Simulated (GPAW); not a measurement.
# Se K ELNES/XANES of zinc-blende (ZnSe)₁₋ₓ(CdSe)ₓ at x = 0.125 from DFT, part 3 of 3

Aim: the Se K edge in zinc-blende (ZnSe)₁₋ₓ(CdSe)ₓ at x = 0.125, one member of a composition series.

GPAW 26.7.0; X-ray absorption from dipole matrix elements to empty bands, plane-wave PAW LDA.

So far. Step 5 (Spectrum with XCH, Se atom 2): Main maxima below 28 eV (height): 6.8 eV (1.53), 15.4 eV (1.00) and 26.2 eV (1.03). A K edge sees empty p states on the absorber. Step 5 (Spectrum with XCH, Se atom 2): The energy difference (zero at 12672 eV) isn't read as a photon energy: for so heavy an absorber the terms left out (the hole's spin, the functional's error) amount to tens of eV or more.

### 7. Spectrum with XCH, Zn atom 1

The holes are 8.1 Å apart. The excited electron is kept in the cell, where it fills the lowest empty states and screens the hole. After the field has converged, empty bands are computed with the density fixed and the dipole matrix elements are summed.

The absorber has 2 Se at 2.44 Å and 2 Se at 2.47 Å (tetrahedral).

xas.py reads:

```python
import numpy as np
from ase import Atoms
from ase.parallel import parprint, paropen
from gpaw import GPAW, PW, FermiDirac, Mixer, MixerDif, setup_paths
from gpaw.test import gen
setup_paths.insert(0, '.')
gen('Zn', name='fch1s', xcname='LDA', corehole=(1, 0, 1), write_xml=True)
from gpaw.mpi import world
world.barrier()

atoms = Atoms('ZnSeZnSeZnSeZnSeCdSeZnSeZnSeZnSe',
    cell=[[0, 5.71575, 5.71575],
     [5.71575, 0, 5.71575],
     [5.71575, 5.71575, 0]],
    scaled_positions=[[0.0011986, 0.000439, 0.998823],
     [0.1085585, 0.1310099, 0.130304],
     [0.0003483, 0.9991709, 0.5003847],
     [0.125656, 0.1246771, 0.6242525],
     [0.001409, 0.5007335, 0.9985344],
     [0.1263102, 0.6256774, 0.123119],
     [0.0008276, 0.49992, 0.4982195],
     [0.1256695, 0.6251307, 0.6240864],
     [0.5005774, 0.0001541, 0.999313],
     [0.6312225, 0.1307943, 0.1302099],
     [0.500145, 0.0007602, 0.4999318],
     [0.6307256, 0.1323808, 0.6074142],
     [0.5006624, 0.5001036, 0.9992426],
     [0.6319529, 0.6082532, 0.1300167],
     [0.4999582, 0.5023823, 0.4995065],
     [0.6253392, 0.6260807, 0.6243694]],
    pbc=True)
atoms.calc = calc = GPAW(legacy_gpaw=True, mode=PW(400, force_complex_dtype=True), xc='LDA', setups={0: 'fch1s'},
    kpts={'size': (3, 3, 3), 'gamma': True}, occupations=FermiDirac(0.04),
    charge=-1, mixer=Mixer(0.1, 5, 50), maxiter=150,
    convergence={'density': 0.0001, 'eigenstates': 1e-6}, txt='scf.txt')
energy = atoms.get_potential_energy() + calc.get_reference_energy()
ef = calc.get_fermi_level()
out = dict(energy=energy, fermi=ef, forces=atoms.get_forces().tolist())
parprint(f'all-electron energy {energy:.4f} eV, Fermi level {ef:.4f} eV')
ev = np.array([[calc.get_eigenvalues(k, s) for k in range(len(calc.get_ibz_k_points()))] for s in range(calc.get_number_of_spins())])
out['homo'], out['lumo'], out['counts'] = ev[ev < ef].max(), ev[ev > ef].min(), sorted(set((ev < ef).sum((0, 2)).tolist()))
out['filled'] = (ev[:, 0] < ef).sum(1).tolist()

from ase.units import Ha
from gpaw.xas import dipole_matrix_elements
nb = int(calc.get_number_of_electrons() / 2) + 191
top, nb = nb, nb + 8 + nb // 12
nscf = calc.fixed_density(kpts={'size': (4, 4, 4), 'gamma': True}, nbands=nb,
    convergence={'bands': top, 'eigenstates': 5e-3}, maxiter=60, txt='nscf.txt')
cell = atoms.cell.array
ops = [cell.T @ U.T @ np.linalg.inv(cell.T) for U in nscf.wfs.kd.symmetry.op_scc]
filled = [72]  # bands filled in the ground state, by spin
E = np.arange(-6, 30, 0.1)
fwhm = np.interp(E, [4, 25], [1.67, 3.5])
Y, X, zero, highest = 0, 0, 1e9, 1e9
for spin in range(nscf.get_number_of_spins()):
    wfs = nscf.wfs
    mine = wfs.bd.get_slice()  # this rank's bands
    A = dipole_matrix_elements(wfs.setups[0])
    eps = np.zeros((wfs.kd.nibzkpts, nb))
    d = np.zeros((3, A.shape[1], wfs.kd.nibzkpts, nb), complex)
    for kpt in wfs.kpt_u:
        if kpt.s == spin and 0 in kpt.P_ani:
            eps[kpt.k, mine] = kpt.eps_n * Ha
            d[:, :, kpt.k, mine] = (kpt.weight * wfs.nspins / 2) ** 0.5 * np.inner(A, kpt.P_ani[0])
    world.sum(eps)
    world.sum(d)
    T = np.einsum('amkn,bmkn->abkn', d, d.conj()).real
    T = sum(np.einsum('ai,ijkn,bj->abkn', R, T, R) for R in ops) / len(ops)
    empty = np.ones_like(eps, bool) & (np.arange(nb) >= filled[spin])
    zero, highest = min(zero, eps[empty].min()), min(highest, eps[:, top - 1].min())
    lines = [(eps, T, empty)] if spin == 0 else lines + [(eps, T, empty)]
for eps, T, empty in lines:
    f = np.einsum('aakn->akn', T).reshape(3, -1)
    x = eps.ravel() - zero
    w = np.interp(x, E, fwhm) / 2.35482
    g = np.exp(-0.5 * ((E[:, None] - x) / w) ** 2) / (w * (2 * np.pi) ** 0.5)
    Y = Y + (f * empty.ravel()) @ g.T
    X = X + (f * ~empty.ravel()) @ g.T
out.update(E=E.round(2).tolist(), xas=Y.tolist(), xes=X.tolist(), zero=zero, valid=highest - zero, nk=len(eps), nb=nb)
for i in range(0, len(E), 10):
    parprint(f'{E[i]:7.2f}', *(f'{v:10.3e}' for v in Y[:, i]))
import json
with paropen('out.json', 'w') as f:
    json.dump(out, f)
```

The run is started by

```
$ OMP_NUM_THREADS=1 mpirun -n 4 gpaw python xas.py
```

Numbers of over 12 decimals in the logs are rounded to 6 here.

Log:

```text
Input parameters:
  charge: -1
  convergence: {density: 0.0001,
                eigenstates: 1e-06}
  kpts: {gamma: True,
         size: (3, 3, 3)}
  maxiter: 150
  mixer: {backend: pulay,
          beta: 0.1,
          method: separate,
          nmaxold: 5,
          weight: 50}
  mode: {ecut: 400.0,
         force_complex_dtype: True,
         name: pw}
  occupations: {fixmagmom: False,
[...]
*d    :    -0.035193
--------------------------------

Diagonalizing with gridspacing h=0.050

state   all-electron     PAW
-------------------------------
4s:      -0.603317    -0.603615
4p:      -0.343743    -0.343956
3d:      -1.035193    -1.035651
*f:                   -0.018332
-------------------------------
all-electron energy -1012074.0688 eV, Fermi level 5.8831 eV
[...]
28.00  1.515e-07  1.529e-07  1.529e-07
  29.00  1.493e-07  1.523e-07  1.524e-07
[key lines of the parts left out:]
Converged after 15 iterations.
Dipole moment: (-25.853317, -28.817862, -29.246526) |e|*Ang
Free energy:    -65.084032
Fermi level: 5.88312
```

It took 4.3 min on 4 MPI ranks of Intel Xeon Gold 6455B (Sapphire Rapids), shared host; peak memory 0.87 GiB.

The Zn K spectrum, Zn atom 1, excited-electron core hole (neutral cell) (energy from the bottom of the conduction band, which holds the excited electron; intensity scaled to a mean of 1 over the first 20 eV):

```tsv
E (eV)	isotropic	ε ∥ x	ε ∥ y
-2.0	0.00	0.00	0.00
-1.4	0.00	0.00	0.00
-0.8	0.00	0.00	0.00
-0.2	0.01	0.01	0.01
0.4	0.04	0.04	0.05
1.0	0.14	0.12	0.15
1.6	0.34	0.29	0.37
2.2	0.66	0.56	0.70
2.8	0.97	0.85	1.02
3.4	1.16	1.05	1.21
4.0	1.41	1.34	1.45
4.6	1.83	1.82	1.84
5.2	2.08	2.14	2.05
5.8	1.87	1.95	1.83
6.4	1.40	1.48	1.37
7.0	1.06	1.11	1.04
7.6	0.96	1.00	0.94
8.2	1.00	1.02	0.99
8.8	1.03	1.04	1.02
9.4	0.98	0.99	0.97
10.0	0.91	0.93	0.90
10.6	0.91	0.94	0.89
11.2	1.02	1.05	1.01
11.8	1.18	1.20	1.17
12.4	1.28	1.29	1.28
13.0	1.27	1.27	1.28
13.6	1.18	1.17	1.18
14.2	1.05	1.04	1.05
14.8	0.92	0.91	0.93
15.4	0.82	0.81	0.83
16.0	0.76	0.75	0.77
16.6	0.76	0.75	0.76
17.2	0.79	0.79	0.79
17.8	0.83	0.82	0.83
18.4	0.84	0.83	0.84
19.0	0.80	0.79	0.81
19.6	0.75	0.74	0.75
20.2	0.72	0.72	0.72
20.8	0.73	0.74	0.73
21.4	0.77	0.79	0.77
22.0	0.81	0.83	0.80
22.6	0.83	0.84	0.82
23.2	0.83	0.84	0.83
23.8	0.83	0.84	0.83
24.4	0.84	0.84	0.84
25.0	0.85	0.85	0.85
25.6	0.87	0.87	0.87
26.2	0.89	0.88	0.89
26.8	0.90	0.90	0.90
27.4	0.90	0.90	0.90
28.0	0.90	0.89	0.90
28.6	0.90	0.89	0.90
29.2	0.89	0.88	0.90
```

Main maxima below 29 eV (height): 5.2 eV (2.08), 8.8 eV (1.03), 12.6 eV (1.29) and 18.2 eV (0.84). 

The total-energy difference is 9673.00 eV. One term is added: -30.82 eV, since the hole is spin-paired here and a spin-polarised one costs that much less in the free atom (computed apart). The photon energy is then 9642.18 eV. The tabulated edge of the element is 9659 eV. The functional leaves an error in such absolute values: in the free atom LDA prices this hole 19.1 eV below PBE (computed apart), and PBE is itself good to a few eV.

### 8. Summary of results

- absorber and edge: Se K, atom 2 of the ground-state input (counted from 1)
- surroundings: 3 Zn at 2.44 Å and 1 Cd at 2.59 Å (distorted tetrahedral)
- highest intensity below 24 eV: 6.8 eV above the zero, height 1.53

In words: The Se K edge of atom 2, with 3 Zn at 2.44 Å and 1 Cd at 2.59 Å (distorted tetrahedral), has its highest intensity of the first 24 eV at 6.8 eV above the zero, 1.5 times the mean level of the first 20 eV (Gaussian full width 2.33 eV up to 4 eV, rising linearly to 3.5 eV at 25 eV). The script folds with a Gaussian, whereas the core hole's own line is a Lorentzian, so the onset is too steep and the first peak too high.

[Banner, clock and machine lines of the logs are left out without a mark of their own.]

[Logs are printed without paths, hosts, clocks, repeated set-up lines and the standing remarks that a program may print on its own settings, such as how far it seeks lower states.]

[Hosts, paths, dates, database ids (printed as entryN), source tags and the programs' standing remarks are cut or masked in the printed files.]

[Lists of maxima count a maximum above −3 eV only where it reaches 4 % of the highest in the window and stands out from its surroundings by 2 % of it (1.5 % where it reaches 55 %); shoulders and weaker maxima are passed over, and of the rest the first, up to two pre-edge ones and the few strongest are named.]
